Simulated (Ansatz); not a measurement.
# LaScH6 (built on the sites of a database entry of LaAlH6): from the cell to its phonons

Aim: the vibrations of LaScH6 (built on the sites of a database entry of LaAlH6), their spectra, and whether the structure is stable.

Program: Ansatz 0.2.0. Level of theory: DFT PBEsol, scalar-relativistic, plane waves, PAW. Results are calculated unless marked as measured.

The structure was built from a prototype and need not be the compound's stable phase.

**1. The starting structure**

The structure is trigonal, space group R-3m (No. 166). The conventional cell has a = 6.974 Å, b = 6.974 Å, c = 6.734 Å, α = 90.00°, β = 90.00°, γ = 120.00°. La has 12 H at 2.61 Å nearest. Sc has 6 H at 1.84 Å nearest. H has 1 Sc at 1.84 Å and 5 H at 2.45 to 2.61 Å and 2 La at 2.61 Å nearest. Farther neighbours are not listed.

**2. Coarse relaxation**

A rough relaxation comes first, because large forces or stress need no tight tolerances yet.

File input.yaml:

```yaml
crystal:
  lattice:
    - [3.48716, 2.01331, 2.24464]
    - [-3.48716, 2.01331, 2.24464]
    - [0.0, -4.02662, 2.24464]
  atoms:
    - { symbol: La, position: [0.5, 0.5, 0.5] }
    - { symbol: Sc, position: [0.0, 0.0, 0.0] }
    - { symbol: H, position: [0.93995012, 0.29182287, 0.29182287] }
    - { symbol: H, position: [0.29182287, 0.93995012, 0.29182287] }
    - { symbol: H, position: [0.29182287, 0.29182287, 0.93995012] }
    - { symbol: H, position: [0.06004988, 0.70817713, 0.70817713] }
    - { symbol: H, position: [0.70817713, 0.06004988, 0.70817713] }
    - { symbol: H, position: [0.70817713, 0.70817713, 0.06004988] }
kpoints:
  mp_grid: { grid: [6, 6, 6] }
hamiltonian:
  xc: pbesol
scf:
  occupations: { method: gaussian, width: 0.1 }
output:
  forces: true
  stress: true
  eigenvalues: true
relax:
  adjacent_minimum: "off"
  f_tol: 0.05
  max_steps: 80
  cell: { stress_tol: 0.5 }
```

Run with:

```bash
ansatz run input.yaml --threads 8 --pin off --max-ram 14336MiB --backend cpu --events-out ev --progress --plain --runs-dir out
```

Numbers of over 12 decimals in the logs are rounded to 6 here.

The program printed:

```text
The last accepted step is kept in <dir> (removed where the run ends without a failure and the disk answers)
Engine: ansatz 0.2.0, x86_64-unknown-linux-gnu
Pseudopotentials: kind: paw
Pseudopotential: La, paw, valence charge 11, recommended cutoff 420 eV (normal), La.paw.azcp
Pseudopotential: Sc, paw, valence charge 11, recommended cutoff 420 eV (normal), Sc.paw.azcp
[...]
- { symbol: Sc, position: [1.0060197138231382e-18, 8.816545666080947e-19, 1.5900574012173314e-18] }
    - { symbol: H, position: [0.963119, 0.326566, 0.326566] }
    - { symbol: H, position: [0.326566, 0.963119, 0.326566] }
    - { symbol: H, position: [0.326566, 0.326566, 0.963119] }
    - { symbol: H, position: [0.036881, 0.673434, 0.673434] }
    - { symbol: H, position: [0.673434, 0.036881, 0.673434] }
    - { symbol: H, position: [0.673434, 0.673434, 0.036881] }
[key lines of the parts left out:]
SCF converged after 4 iterations
Free energy (F): -8369.601220 eV
Fermi energy:    6.942650 eV
P = ⅓ Tr σ = -0.2325 GPa (-2.325 kbar)
```

Run time: 4.6 s. Hardware: 8 threads of Intel Xeon Platinum 8259CL at 2.50GHz (Skylake/Cascade Lake), shared host; peak memory 0.59 GiB; 26 s of CPU time.

The steps of the relaxation:

| step | energy less that of the first step (eV) | largest force component (eV/Å) | pressure (GPa) | volume (Å³) |
| --- | --- | --- | --- | --- |
| 1 | 0.0000 | 0.9632 | -0.69 | 94.55 |
| 2 | -0.8566 | 0.1610 | -1.85 | 86.56 |
| 3 | -0.9120 | 0.1230 | -1.56 | 83.68 |
| 4 | -0.9501 | 0.0219 | -0.17 | 83.17 |
| 5* | -0.9454 | 0.0216 | -0.23 | 83.17 |

Relaxation steps marked * repeat the geometry before them on a plane-wave basis chosen anew for their cell, so energy and pressure can jump there.

The run keeps the 12 symmetry operations that it works with, so distortions that break them were not tested.

| conventional cell, symmetrised | before | after | change |
| --- | --- | --- | --- |
| a (Å) | 6.974 | 6.455 | -7.5 % |
| b (Å) | 6.974 | 6.455 | -7.5 % |
| c (Å) | 6.734 | 6.915 | +2.7 % |
| volume (Å³/atom) | 11.82 | 10.40 | -12.0 % |

The atoms that moved most (Å, as changes of fractional coordinates times the final cell):

| atom | dx | dy | dz | length |
| --- | --- | --- | --- | --- |
| H5 | 0.000 | 0.043 | 0.214 | 0.218 |
| H6 | 0.037 | 0.022 | -0.214 | 0.218 |
| H7 | -0.037 | 0.022 | -0.214 | 0.218 |
| H8 | 0.000 | -0.043 | -0.214 | 0.218 |
| H3 | -0.037 | -0.022 | 0.214 | 0.218 |
| H4 | 0.037 | -0.022 | 0.214 | 0.218 |

Numbers from this step:

| Property | Result |
| --- | --- |
| pressure | -0.2325 GPa |
| volume per atom | 10.40 Å³ |
| gap on the k-mesh | 0.5970 eV |
| direct gap on mesh | 0.5970 eV |

In this step the volume went from 11.82 to 10.40 Å³/atom.

**3. Relaxation**

Harmonic phonons are second derivatives at a point where the forces vanish, and they are wanted at zero stress, so atoms and cell are relaxed first.

File input.yaml:

```yaml
crystal:
  lattice:
    - [3.2273471883, 1.8633097679, 2.3051609424]
    - [-3.2273471883, 1.8633097679, 2.3051609424]
    - [0.0, -3.7266195358, 2.3051609424]
  atoms:
    - { symbol: La, position: [0.5, 0.5, 0.5] }
    - { symbol: Sc, position: [0.0, 0.0, 0.0] }
    - { symbol: H, position: [0.9631189427, 0.3265661813, 0.3265661813] }
    - { symbol: H, position: [0.3265661813, 0.9631189427, 0.3265661813] }
    - { symbol: H, position: [0.3265661813, 0.3265661813, 0.9631189427] }
    - { symbol: H, position: [0.0368810573, 0.6734338187, 0.6734338187] }
    - { symbol: H, position: [0.6734338187, 0.0368810573, 0.6734338187] }
    - { symbol: H, position: [0.6734338187, 0.6734338187, 0.0368810573] }
kpoints:
  mp_grid: { grid: [9, 9, 9] }
hamiltonian:
  xc: pbesol
scf:
  occupations: { method: gaussian, width: 0.02 }
output:
  forces: true
  stress: true
  eigenvalues: true
relax:
  adjacent_minimum: "off"
  f_tol: 0.005
  max_steps: 80
  cell: { stress_tol: 0.05 }
```

The program printed:

```text
[...]
Crystal: 8 atoms, lattice volume = 83.173 Å³
Basis set: ecut = 420 eV, 1639 PW (Γ), exchange–correlation on 60×60×60 points (8 copies of the dense FFT grid, shifted against one another)
Bands: 22, of which v1, the nominal top of the filled ones, is band 14 counted from 1 (13 counted from 0)
Symmetry: 12 space group operations
[...]
k-points: 85 of 729
[...]
- [0, -3.722155, 2.303532]
  atoms:
    - { symbol: La, position: [0.500000, 0.500000, 0.500000] }
    - { symbol: Sc, position: [0, 0, 0] }
    - { symbol: H, position: [0.962777, 0.326114, 0.326114] }
    - { symbol: H, position: [0.326114, 0.962777, 0.326114] }
    - { symbol: H, position: [0.326114, 0.326114, 0.962777] }
    - { symbol: H, position: [0.037223, 0.673886, 0.673886] }
    - { symbol: H, position: [0.673886, 0.037223, 0.673886] }
    - { symbol: H, position: [0.673886, 0.673886, 0.037223] }
[key lines of the parts left out:]
SCF converged after 4 iterations
Free energy (F): -8369.604551 eV
Fermi energy:    6.964858 eV
P = ⅓ Tr σ = 0.0100 GPa (0.100 kbar)
```

Elapsed: 5.9 s, on 8 threads; peak memory 0.66 GiB.

Relaxation path:

| step | energy less that of the first step (eV) | largest force component (eV/Å) | pressure (GPa) | volume (Å³) |
| --- | --- | --- | --- | --- |
| 1 | 0.0000 | 0.0202 | -0.26 | 83.17 |
| 2 | 0.0005 | 0.0387 | 0.31 | 82.64 |
| 3 | -0.0006 | 0.0006 | 0.01 | 82.92 |
| 4* | -0.0004 | 0.0006 | 0.01 | 82.92 |

Relaxation steps marked * repeat the geometry before them on a plane-wave basis chosen anew for their cell, so energy and pressure can jump there. Relaxation step 2 was tried and not accepted.

The run keeps the 12 symmetry operations that it works with, so distortions that break them were not tested.

| conventional cell, symmetrised | before | after | change |
| --- | --- | --- | --- |
| a (Å) | 6.455 | 6.447 | -0.1 % |
| b (Å) | 6.455 | 6.447 | -0.1 % |
| c (Å) | 6.915 | 6.911 | -0.1 % |
| volume (Å³/atom) | 10.40 | 10.36 | -0.3 % |

This step gave:

```yaml
pressure: 0.009958 GPa
gap_on_the_k_mesh: 0.6652 eV
volume_per_atom: 10.36 Å³
direct_gap_on_mesh: 0.6652 eV
```

In this step the volume went from 10.40 to 10.36 Å³/atom.

**4. Relaxing to small forces for the phonons**

Phonons need a cell at rest on their own settings, so the relaxation is repeated with tight tolerances on forces and stress on the k mesh and occupations of the first response run.

File input.yaml:

```yaml
crystal:
  lattice:
    - [3.2234806655, 1.8610774299, 2.3035324997]
    - [-3.2234806655, 1.8610774299, 2.3035324997]
    - [0.0, -3.7221548599, 2.3035324997]
  atoms:
    - { symbol: La, position: [0.5, 0.5, 0.5] }
    - { symbol: Sc, position: [0.0, 0.0, 0.0] }
    - { symbol: H, position: [0.9627773686, 0.3261142914, 0.3261142914] }
    - { symbol: H, position: [0.3261142914, 0.9627773686, 0.3261142914] }
    - { symbol: H, position: [0.3261142914, 0.3261142914, 0.9627773686] }
    - { symbol: H, position: [0.0372226314, 0.6738857086, 0.6738857086] }
    - { symbol: H, position: [0.6738857086, 0.0372226314, 0.6738857086] }
    - { symbol: H, position: [0.6738857086, 0.6738857086, 0.0372226314] }
kpoints:
  mp_grid: { grid: [10, 10, 10] }
hamiltonian:
  xc: pbesol
scf:
  occupations: { method: fixed }
output:
  forces: true
  stress: true
  eigenvalues: true
relax:
  adjacent_minimum: "off"
  f_tol: 0.001
  max_steps: 60
  cell: { stress_tol: 0.01 }
```

The program printed:

```text
[...]
Crystal: 8 atoms, lattice volume = 82.915 Å³
Basis set: ecut = 420 eV, 1639 PW (Γ), exchange–correlation on 60×60×60 points (8 copies of the dense FFT grid, shifted against one another)
Bands: 22, of which v1, the nominal top of the filled ones, is band 14 counted from 1 (13 counted from 0)
Symmetry: 12 space group operations
[...]
k-points: 116 of 1000
[...]
- [0, -3.722093, 2.303832]
  atoms:
    - { symbol: La, position: [0.500000, 0.500000, 0.500000] }
    - { symbol: Sc, position: [0, 0, 0] }
    - { symbol: H, position: [0.962778, 0.326092, 0.326092] }
    - { symbol: H, position: [0.326092, 0.962778, 0.326092] }
    - { symbol: H, position: [0.326092, 0.326092, 0.962778] }
    - { symbol: H, position: [0.037222, 0.673908, 0.673908] }
    - { symbol: H, position: [0.673908, 0.037222, 0.673908] }
    - { symbol: H, position: [0.673908, 0.673908, 0.037222] }
[key lines of the parts left out:]
SCF converged after 4 iterations
Free energy (F): -8369.604734 eV
Fermi energy:    6.674498 eV
P = ⅓ Tr σ = 0.0002 GPa (0.002 kbar)
```

The job ended after 7.8 s (8 threads; peak memory 0.69 GiB).

Little changed from the start: no atom moved by 0.005 Å and no cell edge by 0.1 %.

This step gave:

* pressure: 2.14e-4 GPa
* gap on the k-mesh: 0.5959 eV
* volume per atom: 10.37 Å³
* direct gap on mesh: 0.5959 eV

The largest force component left is 0.074 meV/Å and the pressure is 0.000 GPa, within the tolerances set. The cell now holds 10.37 Å³/atom.

[end of part 1 of 3]

[Logs are printed without paths, hosts, clocks, repeated set-up lines and the standing remarks that a program may print on its own settings, such as how far it seeks lower states.]

[Hosts, paths, dates, database ids (printed as entryN), source tags and the programs' standing remarks are cut or masked in the printed files.]
